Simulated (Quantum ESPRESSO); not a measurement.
# AlFe: parallel and opposed starts

Wanted: the moments of AlFe and the energy of each order that was tried.

Program: Quantum ESPRESSO 7.5. Level of theory: LDA; plane waves with GBRV 1.5 LDA potentials, no spin-orbit coupling. Results are calculated unless marked as measured.

Most raw output is cut from this account.

## 1. Starting point

It takes space group Pm-3m (No. 221, cubic). Conventional cell: a = 2.910 Å, b = 2.910 Å, c = 2.910 Å, α = 90.00°, β = 90.00°, γ = 90.00°. Nearest to Al lie 8 Fe at 2.52 Å. Fe has 8 Al at 2.52 Å nearest. Farther neighbours are not listed.

The cell comes from the Crystallography Open Database.

## 2. Start 1: ferro +

The signs are those of the starting moments on the seeded atoms, the atoms that are given a moment.

ASE passes magmoms on as starting_magnetization. pw.x reads values of 1 or more as Bohr magnetons; where all are smaller, it reads them as fractions of the valence charge.

Contents of pw.py:

```python
from ase import Atoms
from ase.calculators.espresso import Espresso, EspressoProfile

atoms = Atoms(['Al', 'Fe'],
    cell=[[2.91, 0.0, 0.0],
         [0.0, 2.91, 0.0],
         [0.0, 0.0, 2.91]],
    scaled_positions=[[0.0, 0.0, 0.0],
         [0.5, 0.5, 0.5]],
    pbc=True,
    magmoms=[0.0, 2.8])
input_data = {
    'control': {'calculation': 'scf', 'prefix': 'pwscf', 'outdir': './tmp', 'disk_io': 'nowf'},
    'system': {'ecutwfc': 40.0, 'ecutrho': 280.0, 'nbnd': 17, 'occupations': 'smearing', 'smearing': 'fd', 'degauss': 0.00734986, 'nspin': 2},
    'electrons': {'conv_thr': 4e-09, 'electron_maxstep': 150, 'mixing_beta': 0.3},
}
atoms.calc = Espresso(
    profile=EspressoProfile(command='mpirun -n 2 pw.x -nk 2', pseudo_dir='pseudo'),
    pseudopotentials={'Al': 'al_lda_v1.uspp.F.UPF', 'Fe': 'fe_lda_v1.5.uspp.F.UPF'},
    input_data=input_data,
    kpts=(10, 10, 10),
    koffset=(0, 0, 0))
atoms.get_potential_energy()
energy = atoms.calc.results['free_energy']
print(f'free energy: {energy:.6f} eV')
print('site moments (muB):', atoms.get_magnetic_moments().round(3))
```

Contents of espresso.pwi:

```
&CONTROL
   calculation      = 'scf'
   outdir           = './tmp'
   prefix           = 'pwscf'
   disk_io          = 'nowf'
   pseudo_dir       = 'pseudo'
/
&SYSTEM
   nbnd             = 17
   ecutwfc          = 40.0
   ecutrho          = 280.0
   occupations      = 'smearing'
   degauss          = 0.00734986
   smearing         = 'fd'
   nspin            = 2
   starting_magnetization(1) = 0.0
   starting_magnetization(2) = 2.8
   ntyp             = 2
   nat              = 2
   ibrav            = 0
/
&ELECTRONS
   electron_maxstep = 150
   conv_thr         = 4e-09
   mixing_beta      = 0.3
/
&IONS
/
&CELL
/
&FCP
/
&RISM
/
ATOMIC_SPECIES
Al  26.9815385 al_lda_v1.uspp.F.UPF
Fe  55.845 fe_lda_v1.5.uspp.F.UPF

K_POINTS automatic
10 10 10  0 0 0

CELL_PARAMETERS angstrom
2.91000000000000 0.00000000000000 0.00000000000000
0.00000000000000 2.91000000000000 0.00000000000000
0.00000000000000 0.00000000000000 2.91000000000000

ATOMIC_POSITIONS angstrom
Al  0.0000000000 0.0000000000 0.0000000000  
Fe  1.4550000000 1.4550000000 1.4550000000
```

Launch:

```
OMP_NUM_THREADS=1 python3 pw.py > pw.log
```

Wall time 29 s (2 MPI ranks of Intel Xeon Platinum 8175M at 2.50GHz (Skylake/Cascade Lake), shared host); peak memory 0.26 GiB; 56 s of CPU time.

Spin moment in the atom's sphere by atom:

```csv
atom,spin moment in the atom's sphere (μB)
Al1,-0.027
Fe2,0.751
```

Numbers from this step:

```
smearing term TS       : 0.07526 eV
magnetization          : 0.719 μB
absolute magnetization : 0.816 μB
final state            : ferromagnetic
```

## 3. Run 2, typed as antiferro q=(1/2,1/2,1/2) +−

This order needs a doubled cell of 4 atoms. The wavevector q is in fractions of the reciprocal vectors of the crystal's primitive cell, as the cells of these inputs are built from it; moments change sign between cells as cos(2π q·R).

Contents of pw.py:

```python
from ase import Atoms
from ase.calculators.espresso import Espresso, EspressoProfile

atoms = Atoms(['Al', 'Al', 'Fe', 'Fe'],
    cell=[[5.82, 0.0, 0.0],
         [2.91, 2.91, 0.0],
         [2.91, 0.0, 2.91]],
    scaled_positions=[[0.0, 0.0, 0.0],
         [0.5, 0.0, 0.0],
         [0.75, 0.5, 0.5],
         [0.25, 0.5, 0.5]],
    pbc=True,
    magmoms=[0.0, 0.0, 2.8, -2.8])
input_data = {
    'control': {'calculation': 'scf', 'prefix': 'pwscf', 'outdir': './tmp', 'disk_io': 'nowf'},
    'system': {'ecutwfc': 40.0, 'ecutrho': 280.0, 'nbnd': 27, 'occupations': 'smearing', 'smearing': 'fd', 'degauss': 0.00734986, 'nspin': 2},
    'electrons': {'conv_thr': 8e-09, 'electron_maxstep': 150, 'mixing_beta': 0.3},
}
atoms.calc = Espresso(
    profile=EspressoProfile(command='mpirun -n 2 pw.x -nk 2', pseudo_dir='pseudo'),
    pseudopotentials={'Al': 'al_lda_v1.uspp.F.UPF', 'Fe': 'fe_lda_v1.5.uspp.F.UPF'},
    input_data=input_data,
    kpts=(5, 10, 10),
    koffset=(0, 0, 0))
atoms.get_potential_energy()
energy = atoms.calc.results['free_energy']
print(f'free energy: {energy:.6f} eV')
print('site moments (muB):', atoms.get_magnetic_moments().round(3))
```

Contents of espresso.pwi:

```
&CONTROL
   calculation      = 'scf'
   outdir           = './tmp'
   prefix           = 'pwscf'
   disk_io          = 'nowf'
   pseudo_dir       = 'pseudo'
/
&SYSTEM
   nbnd             = 27
   ecutwfc          = 40.0
   ecutrho          = 280.0
   occupations      = 'smearing'
   degauss          = 0.00734986
   smearing         = 'fd'
   nspin            = 2
   starting_magnetization(1) = 0.0
   starting_magnetization(2) = 2.8
   starting_magnetization(3) = -2.8
   ntyp             = 3
   nat              = 4
   ibrav            = 0
/
&ELECTRONS
   electron_maxstep = 150
   conv_thr         = 8e-09
   mixing_beta      = 0.3
/
&IONS
/
&CELL
/
&FCP
/
&RISM
/
ATOMIC_SPECIES
Al  26.9815385 al_lda_v1.uspp.F.UPF
Fe  55.845 fe_lda_v1.5.uspp.F.UPF
Fe1 55.845 fe_lda_v1.5.uspp.F.UPF

K_POINTS automatic
5 10 10  0 0 0

CELL_PARAMETERS angstrom
5.82000000000000 0.00000000000000 0.00000000000000
2.91000000000000 2.91000000000000 0.00000000000000
2.91000000000000 0.00000000000000 2.91000000000000

ATOMIC_POSITIONS angstrom
Al  0.0000000000 0.0000000000 0.0000000000  
Al  2.9100000000 0.0000000000 0.0000000000  
Fe  7.2750000000 1.4550000000 1.4550000000  
Fe1 4.3650000000 1.4550000000 1.4550000000
```

Launch:

```
OMP_NUM_THREADS=1 python3 pw.py > pw.log
```

It took 83 s on 2 MPI ranks; peak memory 0.36 GiB.

Spin moment in the atom's sphere by atom:

```csv
atom,spin moment in the atom's sphere (μB)
Al1,0.0000
Al2,0.0000
Fe3,-0.0002
Fe4,-0.0003
```

Numbers from this step:

| Item | Value |
| --- | --- |
| smearing term TS | 0.1885 eV |
| magnetization | 0 μB |
| absolute magnetization | 0 μB |
| final state | non-magnetic |

## 4. Run 3 (antiferro q=(0,1/2,1/2) +−)

The cell is doubled to 4 atoms to hold this order.

pw.py: that of step 3 with these lines changed.

```diff
@@ -4,9 +4,9 @@
 atoms = Atoms(['Al', 'Al', 'Fe', 'Fe'],
-    cell=[[5.82, 0.0, 0.0],
-         [2.91, 2.91, 0.0],
-         [2.91, 0.0, 2.91]],
+    cell=[[2.91, 0.0, 0.0],
+         [0.0, 5.82, 0.0],
+         [0.0, 2.91, 2.91]],
     scaled_positions=[[0.0, 0.0, 0.0],
-         [0.5, 0.0, 0.0],
-         [0.75, 0.5, 0.5],
-         [0.25, 0.5, 0.5]],
+         [0.0, 0.5, 0.0],
+         [0.5, 0.0, 0.5],
+         [0.5, 0.5, 0.5]],
     pbc=True,
@@ -22,3 +22,3 @@
     input_data=input_data,
-    kpts=(5, 10, 10),
+    kpts=(10, 5, 10),
     koffset=(0, 0, 0))
```

Launch:

```
OMP_NUM_THREADS=1 python3 pw.py > pw.log
```

The job ended after 3.5 min (2 MPI ranks; peak memory 0.41 GiB).

Spin moment in the atom's sphere by atom:

```csv
atom,spin moment in the atom's sphere (μB)
Al1,0.000
Al2,0.000
Fe3,0.612
Fe4,-0.611
```

Numbers from this step:

- smearing term TS: 0.1844 eV
- magnetization: 0 μB
- absolute magnetization: 1.321 μB
- final state: antiferromagnetic

## 5. Run 4 (antiferro q=(0,0,1/2) +−)

This order needs a doubled cell of 4 atoms.

pw.py: that of step 4 with these lines changed.

```diff
@@ -5,8 +5,8 @@
     cell=[[2.91, 0.0, 0.0],
-         [0.0, 5.82, 0.0],
-         [0.0, 2.91, 2.91]],
+         [0.0, 2.91, 0.0],
+         [0.0, 0.0, 5.82]],
     scaled_positions=[[0.0, 0.0, 0.0],
-         [0.0, 0.5, 0.0],
-         [0.5, 0.0, 0.5],
-         [0.5, 0.5, 0.5]],
+         [0.0, 0.0, 0.5],
+         [0.5, 0.5, 0.25],
+         [0.5, 0.5, 0.75]],
     pbc=True,
@@ -22,3 +22,3 @@
     input_data=input_data,
-    kpts=(10, 5, 10),
+    kpts=(10, 10, 5),
     koffset=(0, 0, 0))
```

Launch:

```
OMP_NUM_THREADS=1 python3 pw.py > pw.log
```

The job ended after 2.6 min (2 MPI ranks; peak memory 0.39 GiB; 5.2 min of CPU time).

Read from the output:

* smearing term TS: 0.1762 eV
* magnetization: 0 μB
* absolute magnetization: 1.363 μB
* final state: antiferromagnetic
* largest moment: 0.6328 μB

## 6. Run 5, typed as no spin polarisation

Contents of pw.py:

```python
from ase import Atoms
from ase.calculators.espresso import Espresso, EspressoProfile

atoms = Atoms(['Al', 'Fe'],
    cell=[[2.91, 0.0, 0.0],
         [0.0, 2.91, 0.0],
         [0.0, 0.0, 2.91]],
    scaled_positions=[[0.0, 0.0, 0.0],
         [0.5, 0.5, 0.5]],
    pbc=True)
input_data = {
    'control': {'calculation': 'scf', 'prefix': 'pwscf', 'outdir': './tmp', 'disk_io': 'nowf'},
    'system': {'ecutwfc': 40.0, 'ecutrho': 280.0, 'nbnd': 16, 'occupations': 'smearing', 'smearing': 'fd', 'degauss': 0.00734986},
    'electrons': {'conv_thr': 4e-09, 'electron_maxstep': 150, 'mixing_beta': 0.3},
}
atoms.calc = Espresso(
    profile=EspressoProfile(command='mpirun -n 2 pw.x -nk 2', pseudo_dir='pseudo'),
    pseudopotentials={'Al': 'al_lda_v1.uspp.F.UPF', 'Fe': 'fe_lda_v1.5.uspp.F.UPF'},
    input_data=input_data,
    kpts=(10, 10, 10),
    koffset=(0, 0, 0))
atoms.get_potential_energy()
energy = atoms.calc.results['free_energy']
print(f'free energy: {energy:.6f} eV')
```

Launch:

```
OMP_NUM_THREADS=1 python3 pw.py > pw.log
```

Wall time 12 s (2 MPI ranks); peak memory 0.24 GiB.

Read from the output:

```yaml
smearing_term_ts: 0.09424 eV
final_state: non-magnetic (no spin polarisation)
```

## 7. Ranking

An order is kept where moments of 0.15 μB or more survive with the typed signs; meshes match where a doubled cell samples the same k points as the first cell.

Orders:

```csv
start,final state,typed order kept,energy over the lowest (meV a seeded atom),largest site moment (μB),net moment (μB a cell of the first run),mesh matched,CPU time (s)
ferro +,ferromagnetic,yes,0,0.7506,0.7185,yes,56.38
"antiferro q=(1/2,1/2,1/2) +-",non-magnetic,no,20,0,0,yes,164.4
"antiferro q=(0,1/2,1/2) +-",antiferromagnetic,yes,17.25,0.6124,6.61e-4,yes,417.1
"antiferro q=(0,0,1/2) +-",antiferromagnetic,yes,13.58,0.6328,0,yes,314.2
no spin polarisation,non-magnetic,-,19.94,0,0,yes,22.72
```

## 8. Energy mapping

E = −Σ J e·e over ordered pairs of unit vectors, so each pair counts twice. As many shells are taken as there are differences of energy, so the couplings are solved for and no residual tests the model; further shells are folded in, and shells whose pairs keep their relative signs in all orders cancel and are not probed. Couplings from the energies:

```csv
pair,distance (Å),neighbours an atom,J (meV)
Fe-Fe,2.91,6,0.9186
Fe-Fe,4.115,12,0.6189
```

## 9. Outcome

| Quantity | Value |
| --- | --- |
| lowest state found | ferromagnetic (from ferro +) |
| largest site moment | 0.751 μB |
| next state with moments | antiferromagnetic, 13.6 meV a seeded atom higher |
| state without moments | 19.9 meV a seeded atom higher |
| J of the weightiest shell (Fe-Fe, 4.12 Å; E = −Σ J e·e, ordered pairs) | 0.619 meV |

What this shows: At this level spin polarisation gains little. The smearing terms TS of the orders run from 75 to 92 meV a seeded atom, so the differences would change at a smaller width: an order with a larger TS is lowered more by the smearing. 1 start lost its moments. The largest moment changes by 18 % between the kept orders, so a model of rigid spins is rough here. This is the lowest of 5 collinear or spinless starts, no proof of the ground state. Energies are free energies at an electronic temperature of 1160 K, which lowers moments and differences where the moments are itinerant.

[Logs and program files are shortened in this print: banners, set-up blocks, solver, clock and traceback lines can be left out without a mark of their own.]

[Logs are printed without paths, hosts, clocks, repeated set-up lines and the standing remarks that a program may print on its own settings, such as how far it seeks lower states.]

[Hosts, paths, dates, database ids (printed as entryN), source tags and the programs' standing remarks are cut or masked in the printed files.]

[Where a cell is said to come from a database of computed structures, the database is the Materials Project.]
